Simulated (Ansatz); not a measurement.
# SiPb (model cell, started as wurtzite): relaxing the cell for a phonon run

Aim: bring SiPb (model cell, started as wurtzite) to small forces and stress, as phonons need.

Calculated with Ansatz 0.2.0; DFT r2SCAN, scalar-relativistic, plane waves, PAW.

The structure was built from a prototype and need not be the compound's stable phase.

### Step 1. Set-up

Symmetry: P6_3mc, No. 186, hexagonal system. Conventional cell: a = 4.183 Å, b = 4.183 Å, c = 6.831 Å, α = 90.00°, β = 90.00°, γ = 120.00°. Nearest to Pb lie 4 Si at 2.56 Å. Nearest to Si lie 4 Pb at 2.56 Å. Farther neighbours are not listed.

### Step 2. Probe on a coarse mesh

First a cheap look: the gap decides the mesh and the occupations, the pressure tells how far the cell has to move.

input.yaml reads:

```yaml
crystal:
  lattice:
    - [4.18291, 0.0, 0.0]
    - [-2.09146, 3.62251, 0.0]
    - [0.0, 0.0, 6.8307]
  atoms:
    - { symbol: Pb, position: [0.333333, 0.666667, 0.0] }
    - { symbol: Pb, position: [0.666667, 0.333333, 0.5] }
    - { symbol: Si, position: [0.333333, 0.666667, 0.375] }
    - { symbol: Si, position: [0.666667, 0.333333, 0.875] }
kpoints:
  mp_grid: { grid: [6, 6, 4] }
hamiltonian:
  xc: r2scan
scf:
  occupations: { method: gaussian, width: 0.1 }
output:
  forces: true
  stress: true
  eigenvalues: true
```

Run with:

```bash
ansatz run input.yaml --threads 4 --pin off --max-ram 7168MiB --backend cpu --events-out ev --progress --plain --runs-dir out
```

Numbers of over 12 decimals in the logs are rounded to 6 here.

Log:

```text
[...]
P = ⅓ Tr σ = 9.6127 GPa (96.127 kbar)
--- Band table (eV; the first three rows and the last of 21) ---
  k-point 0: bands = [... 14 lower, 7.3678, 8.8511, 8.9205, 9.1362, 9.1362, 9.1400, 11.0883, 11.0883]
  k-point 1: bands = [... 14 lower, 7.5476, 7.5476, 8.7293, 8.7293, 9.0358, 10.2381, 11.4680, 11.4680]
  k-point 2: bands = [... 14 lower, 8.0502, 8.0502, 8.0502, 8.0502, 9.5758, 9.5758, 12.1836, 12.1836]
  k-point 20: bands = [... 14 lower, 4.5555, 4.5555, 6.8479, 6.8479, 10.3194, 10.3194, 12.8588, 12.8588]
[key lines of the parts left out:]
SCF converged after 7 iterations
Free energy (F): -25117.672939 eV
Fermi energy:    9.026690 eV
```

Run time: 3.5 s. Hardware: 4 threads of Arm Neoverse V1, shared host; peak memory 0.53 GiB; 13 s of CPU time.

This step gave:

```
pressure          : 9.613 GPa
volume per atom   : 25.88 Å³
gap on the k-mesh : 0 eV
```

The coarse mesh shows no gap and a pressure of 9.6 GPa.

### Step 3. Coarse relaxation

A rough relaxation comes first, because large forces or stress need no tight tolerances yet.

Changes to input.yaml since step 2:

```diff
@@ -20 +20,6 @@
   eigenvalues: true
+relax:
+  adjacent_minimum: "off"
+  f_tol: 0.05
+  max_steps: 80
+  cell: { stress_tol: 0.5 }
```

Log:

```text
[...]
Crystal: 4 atoms, lattice volume = 103.503 Å³
Basis set: ecut = 500 eV, 2647 PW (Γ), exchange–correlation on 128×128×200 points (64 copies of the dense FFT grid, shifted against one another)
Bands: 22, of which v1, the nominal top of the filled ones, is band 18 counted from 1 (17 counted from 0)
Symmetry: 12 space group operations
[...]
cell:  # Å, volume = 119.4169 Å³
    - [4.392282, 3.0312433721856883e-6, -5.069032075668181e-17]
    - [-2.196143, 3.803826, 2.276864147534849e-17]
    - [-8.277734500098212e-17, -4.858411308531002e-18, 7.147510]
  atoms:
    - { symbol: Pb, position: [0.333333, 0.666667, -0.00113782] }
    - { symbol: Pb, position: [0.666667, 0.333333, 0.498862] }
    - { symbol: Si, position: [0.333333, 0.666667, 0.376138] }
    - { symbol: Si, position: [0.666667, 0.333333, 0.876138] }
[key lines of the parts left out:]
SCF converged after 4 iterations
Free energy (F): -25118.099580 eV
Fermi energy:    6.919226 eV
P = ⅓ Tr σ = 0.1182 GPa (1.182 kbar)
```

Wall time 15 s (4 threads); peak memory 0.65 GiB; 56 s of CPU time.

The steps of the relaxation:

```
step  energy less that of the first step (eV)  largest force component (eV/Å)  pressure (GPa)  volume (Å³)
   1                                   0.0000                          0.0293            9.61       103.50
   2                                  -0.4236                          0.0433            0.54       118.33
   3                                  -0.4260                          0.0283            0.11       119.42
  4*                                  -0.4266                          0.0281            0.12       119.42
```

Relaxation steps marked * repeat the geometry before them on a plane-wave basis chosen anew for their cell, so energy and pressure can jump there.

Forces are held to the 12 operations that the run works with; a distortion that breaks them can't arise in this run.

```
conventional cell, symmetrised  before  after   change
                         a (Å)   4.183  4.392   +5.0 %
                         b (Å)   4.183  4.392   +5.0 %
                         c (Å)   6.831  7.148   +4.6 %
              volume (Å³/atom)   25.88  29.85  +15.4 %
```

This step gave:

```
pressure        : 0.1182 GPa
volume per atom : 29.85 Å³
```

In this step the volume went from 25.88 to 29.85 Å³/atom.

### Step 4. Bringing the structure to rest

Harmonic phonons are second derivatives at a point where the forces vanish, and they are wanted at zero stress, so atoms and cell are relaxed first.

input.yaml reads:

```yaml
crystal:
  lattice:
    - [4.3922815411, 3.0312e-06, 0.0]
    - [-2.1961433957, 3.8038258795, 0.0]
    - [0.0, 0.0, 7.1475095461]
  atoms:
    - { symbol: Pb, position: [0.3333333333, 0.6666666667, -0.0011378239] }
    - { symbol: Pb, position: [0.6666666667, 0.3333333333, 0.4988621761] }
    - { symbol: Si, position: [0.3333333333, 0.6666666667, 0.3761378239] }
    - { symbol: Si, position: [0.6666666667, 0.3333333333, 0.8761378239] }
kpoints:
  mp_grid: { grid: [12, 12, 6] }
hamiltonian:
  xc: r2scan
scf:
  occupations: { method: gaussian, width: 0.1 }
output:
  forces: true
  stress: true
  eigenvalues: true
relax:
  adjacent_minimum: "off"
  f_tol: 0.005
  max_steps: 80
  cell: { stress_tol: 0.05 }
```

Log:

```text
[...]
Crystal: 4 atoms, lattice volume = 119.417 Å³
Basis set: ecut = 500 eV, 3015 PW (Γ), exchange–correlation on 144×144×216 points (64 copies of the dense FFT grid, shifted against one another)
Bands: 22, of which v1, the nominal top of the filled ones, is band 18 counted from 1 (17 counted from 0)
[... 1 set-up line as in the run before ...]
[...]
k-points: 76 of 864 (time reversal used)
[...]
SCF iter   1: F=—  HF=-25118.109096 eV  |F-HF|=—  |Δ(HF+E_count)|=         —  Δρ=6.89e-3  dr2=4.86e-2  dr2_τ=2.34e-2  ethr=1.77e-3  ⟨swp⟩=6.9  Hψ=8757  notcnv=0
[...]
SCF iter   7: F=-25118.121644 eV  HF=-25118.121644 eV  |F-HF|=5.61e-9  |Δ(HF+E_count)|=   8.24e-8  Δρ=2.77e-6  dr2=1.47e-8  dr2_τ=1.24e-10  ethr=2.78e-10  ⟨swp⟩=7.3  Hψ=8702  notcnv=0
SCF 1 converged in 7 iterations: F = -25118.121644 eV  dr2 = 1.47e-8
[...]
relax step   1: F+E_penalty+E_count = -25118.12164400 eV  Δ(F+E_penalty+E_count) = +0.000e0 eV  max|allowed force component| = 6.037e-2 eV/Å  Δτ_max = 0.0000 Å  P = +0.010 GPa  Ω = 119.417 Å³  (7 SCF iters, dr2 threshold 1.00e-7 eV, accepted)
Crystal: 4 atoms, lattice volume = 119.460 Å³
Basis set: ecut = 500 eV, 3021 PW (Γ), exchange–correlation on 144×144×216 points (64 copies of the dense FFT grid, shifted against one another)
[...]
SCF iter   6: F=-25118.119865 eV  HF=-25118.119865 eV  |F-HF|=6.95e-8  |Δ(HF+E_count)|=   1.23e-6  Δρ=9.15e-6  dr2=1.28e-7  dr2_τ=3.21e-9  ethr=1.11e-9  ⟨swp⟩=8.0  Hψ=9199  notcnv=0
SCF 2 converged in 6 iterations: F = -25118.119865 eV  dr2 = 1.28e-7
[...]
relax step   2: F+E_penalty+E_count = -25118.11986522 eV  Δ(F+E_penalty+E_count) = +1.779e-3 eV  max|allowed force component| = 1.409e-1 eV/Å  Δτ_max = 0.0240 Å  P = -0.055 GPa  Ω = 119.460 Å³  energy of the carried Pulay correction = -1.235e-6 eV  (6 SCF iters, dr2 threshold 4.00e-7 eV, rejected (line search))
Crystal: 4 atoms, lattice volume = 119.400 Å³
Basis set: ecut = 500 eV, 3009 PW (Γ), exchange–correlation on 144×144×216 points (64 copies of the dense FFT grid, shifted against one another)
[...]
SCF iter   8: F=-25118.125259 eV  HF=-25118.125259 eV  |F-HF|=3.64e-12  |Δ(HF+E_count)|=  4.37e-11  Δρ=1.42e-7  dr2=3.21e-11  dr2_τ=2.13e-13  ethr=1.00e-12  ⟨swp⟩=6.7  Hψ=8258  notcnv=0
SCF 3 converged in 8 iterations: F = -25118.125259 eV  dr2 = 3.21e-11
relax step   3: F+E_penalty+E_count = -25118.12525920 eV  Δ(F+E_penalty+E_count) = -3.615e-3 eV  max|allowed force component| = 1.537e-2 eV/Å  Δτ_max = 0.0089 Å  P = +0.002 GPa  Ω = 119.400 Å³  energy of the carried Pulay correction = +4.985e-7 eV  (8 SCF iters, accepted)
[...]
relax step   4: F+E_penalty+E_count = -25118.12528864 eV  Δ(F+E_penalty+E_count) = -2.943e-5 eV  max|allowed force component| = 2.621e-3 eV/Å  Δτ_max = 0.0012 Å  P = +0.001 GPa  Ω = 119.397 Å³  energy of the carried Pulay correction = +5.843e-7 eV  (4 SCF iters, dr2 threshold 1.48e-8 eV, accepted)
Basis set: ecut = 500 eV, 3009 PW (Γ), exchange–correlation on 128×128×216 points (64 copies of the dense FFT grid, shifted against one another)
[...]
SCF iter   1: F=—  HF=-25118.125287 eV  |F-HF|=—  |Δ(HF+E_count)|=         —  Δρ=4.46e-6  dr2=9.36e-9  dr2_τ=6.21e-9  ethr=2.48e-7  ⟨swp⟩=3.8  Hψ=14081  notcnv=0
eigensolver tolerance schedule: the retry pair's looser diagonalisation over-reported the residual by 9547.64 of it (diagonalisation noise at 3.25 of the residual, at the tolerance the schedule requests for it); recorded, not acted on — ethr = c·dr2/N_el stays at c = 1.0e-1
SCF iter   2: F=—  HF=-25118.125288 eV  |F-HF|=—  |Δ(HF+E_count)|=   8.75e-7  Δρ=2.47e-6  dr2=3.31e-9  dr2_τ=3.95e-10  ethr=2.60e-11  ⟨swp⟩=3.4  Hψ=4174  notcnv=0
[...]
SCF iter   4: F=-25118.125288 eV  HF=-25118.125288 eV  |F-HF|=4.73e-11  |Δ(HF+E_count)|=  8.73e-11  Δρ=1.68e-7  dr2=2.84e-11  dr2_τ=1.98e-12  ethr=1.00e-12  ⟨swp⟩=7.5  Hψ=8614  notcnv=0
SCF 5 converged in 4 iterations: F = -25118.125288 eV  dr2 = 2.84e-11
relax step   5: F+E_penalty+E_count = -25118.12528752 eV  Δ(F+E_penalty+E_count) = +1.114e-6 eV  max|allowed force component| = 2.576e-3 eV/Å  Δτ_max = 0.0000 Å  P = +0.001 GPa  Ω = 119.397 Å³  stress off target by 8.51e-3 GPa  SCF on the basis re-selected at this cell (its energy is not comparable with the rows above)  (4 SCF iters)
basis re-selected at this cell: Δ(F+E_penalty+E_count) = +1.114e-6 eV, ΔP = +0.000 GPa vs the last step (what re-selecting the basis moved, of the pressure what is left beyond the Pulay correction that the steps carried, after the strain that the cell walked since its last selection, with what the two solves' SCF thresholds leave and, on support functions, any second-order correction that the steps lacked; it is no measure of the basis error at this ecutwfc). The dense FFT grid was sized anew with the basis: this SCF ran on 32×32×54 points, the steps before it on 36×36×54, so part of this shift can come from that change (see relax.cell in the input reference). [rest of the remark cut]
SCF converged after 4 iterations
Free energy (F): -25118.125288 eV
[...]
Internal energy: -25118.124474 eV  (E = F + TS)
E sigma→0 (E₀):  -25118.124881 eV
Entropy (-TS):   -0.000813 eV (-0.203 meV/atom)
Fermi energy:    7.105714 eV
[...]
--- Forces (eV/Å), atoms counted from 1 ---
  atom   1  Pb     0.00000000    -0.00000000    -0.00257483
  atom   2  Pb    -0.00000000     0.00000000    -0.00257483
  atom   3  Si     0.00000000    -0.00000000     0.00257652
  atom   4  Si    -0.00000000     0.00000000     0.00257652
  max |Σ_I F_I| component: 3.37e-6 eV/Å
--- Stress (GPa, compression-positive) ---
       -0.003237       0.000000       0.000000
       -0.000000      -0.003237      -0.000000
        0.000000      -0.000000       0.008513
  P = ⅓ Tr σ = 0.0007 GPa (0.007 kbar)
--- Band table (eV; the first three rows and the last of 76) ---
  k-point 0: bands = [... 14 lower, 5.7883, 6.0694, 6.7721, 7.0203, 7.2197, 7.2197, 9.3374, 9.3374]
  k-point 1: bands = [... 14 lower, 5.8558, 5.8558, 6.8476, 7.0666, 7.0666, 7.6483, 9.4920, 9.4920]
  k-point 2: bands = [... 14 lower, 6.0521, 6.0521, 6.7244, 6.7244, 7.0692, 7.7552, 9.8548, 9.8548]
  k-point 75: bands = [... 14 lower, 3.4168, 3.4168, 5.2812, 5.2812, 8.2232, 8.2232, 11.0184, 11.0184]
--- Relaxed structure (4 steps of the walk, 3 accepted, 1 SCFs on fresh bases) ---
[...]
cell:  # Å, volume = 119.3965 Å³
    - [4.374600, 3.019028550147136e-6, 0]
    - [-2.187303, 3.788513, 0]
    - [0, 0, 7.204177]
  atoms:
    - { symbol: Pb, position: [0.333333, 0.666667, 0.000273863] }
    - { symbol: Pb, position: [0.666667, 0.333333, 0.500274] }
    - { symbol: Si, position: [0.333333, 0.666667, 0.374726] }
    - { symbol: Si, position: [0.666667, 0.333333, 0.874726] }
```

Run time: 54 s. Hardware: 4 threads; peak memory 0.77 GiB; 3.5 min of CPU time.

Step by step:

```
step  energy less that of the first step (eV)  largest force component (eV/Å)  pressure (GPa)  volume (Å³)
   1                                   0.0000                          0.0604            0.01       119.42
   2                                   0.0018                          0.1409           -0.05       119.46
   3                                  -0.0036                          0.0154            0.00       119.40
   4                                  -0.0036                          0.0026            0.00       119.40
  5*                                  -0.0036                          0.0026            0.00       119.40
```

Relaxation steps marked * repeat the geometry before them on a plane-wave basis chosen anew for their cell, so energy and pressure can jump there. Relaxation step 2 was tried and not accepted.

The run keeps the 12 symmetry operations that it works with, so distortions that break them were not tested.

```
conventional cell, symmetrised  before  after  change
                         a (Å)   4.392  4.375  -0.4 %
                         b (Å)   4.392  4.375  -0.4 %
                         c (Å)   7.148  7.204  +0.8 %
              volume (Å³/atom)   29.85  29.85  -0.0 %
```

The atoms that moved most (Å, as changes of fractional coordinates times the final cell):

```
atom     dx     dy      dz  length
 Pb1  0.000  0.000   0.010   0.010
 Si4  0.000  0.000  -0.010   0.010
 Si3  0.000  0.000  -0.010   0.010
 Pb2  0.000  0.000   0.010   0.010
```

The relaxed structure:

```cif
data_structure
_symmetry_space_group_name_H-M 'P 1'
_symmetry_Int_Tables_number 1
_cell_length_a 4.3746
_cell_length_b 4.3746
_cell_length_c 7.2042
_cell_angle_alpha 90.000
_cell_angle_beta 90.000
_cell_angle_gamma 120.000
_cell_volume 119.40
loop_
_atom_site_label
_atom_site_type_symbol
_atom_site_fract_x
_atom_site_fract_y
_atom_site_fract_z
_atom_site_occupancy
Pb1 Pb 0.33333 0.66667 0.00027 1
Pb2 Pb 0.66667 0.33333 0.50027 1
Si3 Si 0.33333 0.66667 0.37473 1
Si4 Si 0.66667 0.33333 0.87473 1
```

Numbers from this step:

- pressure: 6.80e-4 GPa

In this step the volume went from 29.85 to 29.85 Å³/atom.

### Step 5. Tight relaxation

Phonons need a cell at rest on their own settings, so the relaxation is repeated with tight tolerances on forces and stress, using the mesh and the filling of the phonon run that follows.

input.yaml reads:

```yaml
crystal:
  lattice:
    - [4.3745999935, 3.019e-06, 0.0]
    - [-2.1873026113, 3.7885132163, 0.0]
    - [0.0, 0.0, 7.2041768466]
  atoms:
    - { symbol: Pb, position: [0.3333333333, 0.6666666667, 0.0002738635] }
    - { symbol: Pb, position: [0.6666666667, 0.3333333333, 0.5002738635] }
    - { symbol: Si, position: [0.3333333333, 0.6666666667, 0.3747261365] }
    - { symbol: Si, position: [0.6666666667, 0.3333333333, 0.8747261365] }
kpoints:
  mp_grid: { grid: [12, 12, 6] }
hamiltonian:
  xc: r2scan
scf:
  occupations: { method: methfessel_paxton, width: 0.2 }
output:
  forces: true
  stress: true
  eigenvalues: true
relax:
  adjacent_minimum: "off"
  f_tol: 0.001
  max_steps: 60
  cell: { stress_tol: 0.01 }
```

Log:

```text
[...]
Crystal: 4 atoms, lattice volume = 119.397 Å³
Basis set: ecut = 500 eV, 3009 PW (Γ), exchange–correlation on 128×128×216 points (64 copies of the dense FFT grid, shifted against one another)
Bands: 22, of which v1, the nominal top of the filled ones, is band 18 counted from 1 (17 counted from 0)
[... 1 set-up line as in the run before ...]
[...]
--- Relaxed structure (3 steps of the walk, 2 accepted, 1 SCFs on fresh bases) ---
[...]
cell:  # Å, volume = 119.3912 Å³
    - [4.374630, 3.019031753591132e-6, 0]
    - [-2.187318, 3.788539, 0]
    - [0.0, 0, 7.203756]
  atoms:
    - { symbol: Pb, position: [0.333333, 0.666667, 0.000236559] }
    - { symbol: Pb, position: [0.666667, 0.333333, 0.500237] }
    - { symbol: Si, position: [0.333333, 0.666667, 0.374763] }
    - { symbol: Si, position: [0.666667, 0.333333, 0.874763] }
[key lines of the parts left out:]
SCF converged after 5 iterations
Free energy (F): -25118.124720 eV
Fermi energy:    7.116479 eV
P = ⅓ Tr σ = -0.0001 GPa (-0.001 kbar)
```

The job ended after 50 s (4 threads; peak memory 0.71 GiB).

Little changed from the start: no atom moved by 0.005 Å and no cell edge by 0.1 %.

Numbers from this step:

| Property | Result |
| --- | --- |
| pressure | -9.88e-5 GPa |

The largest force component left is 0.0056 meV/Å and the pressure is 0.000 GPa, within the tolerances set. The cell now holds 29.85 Å³/atom.

### Step 6. Results

```
space group after relaxation (within 0.01 Å) : P6_3mc
lattice constant a                           : 4.375 Å
lattice constant b                           : 4.375 Å
lattice constant c                           : 7.204 Å
volume per atom                              : 29.8 Å³
```

In words: The largest force component left is 0.0056 meV/Å and the pressure is 0.000 GPa, within the tolerances set. The cell now holds 29.85 Å³/atom. The relaxation keeps the symmetry of its start, so it says nothing on stability against lower symmetry. Spin-orbit coupling is left out, which can matter for the heavy elements here. The starting cell was built on a prototype and not taken from a measurement, so the phase need not exist.

[Logs are printed without paths, hosts, clocks, repeated set-up lines and the standing remarks that a program may print on its own settings, such as how far it seeks lower states.]

[Hosts, paths, dates, database ids (printed as entryN), source tags and the programs' standing remarks are cut or masked in the printed files.]
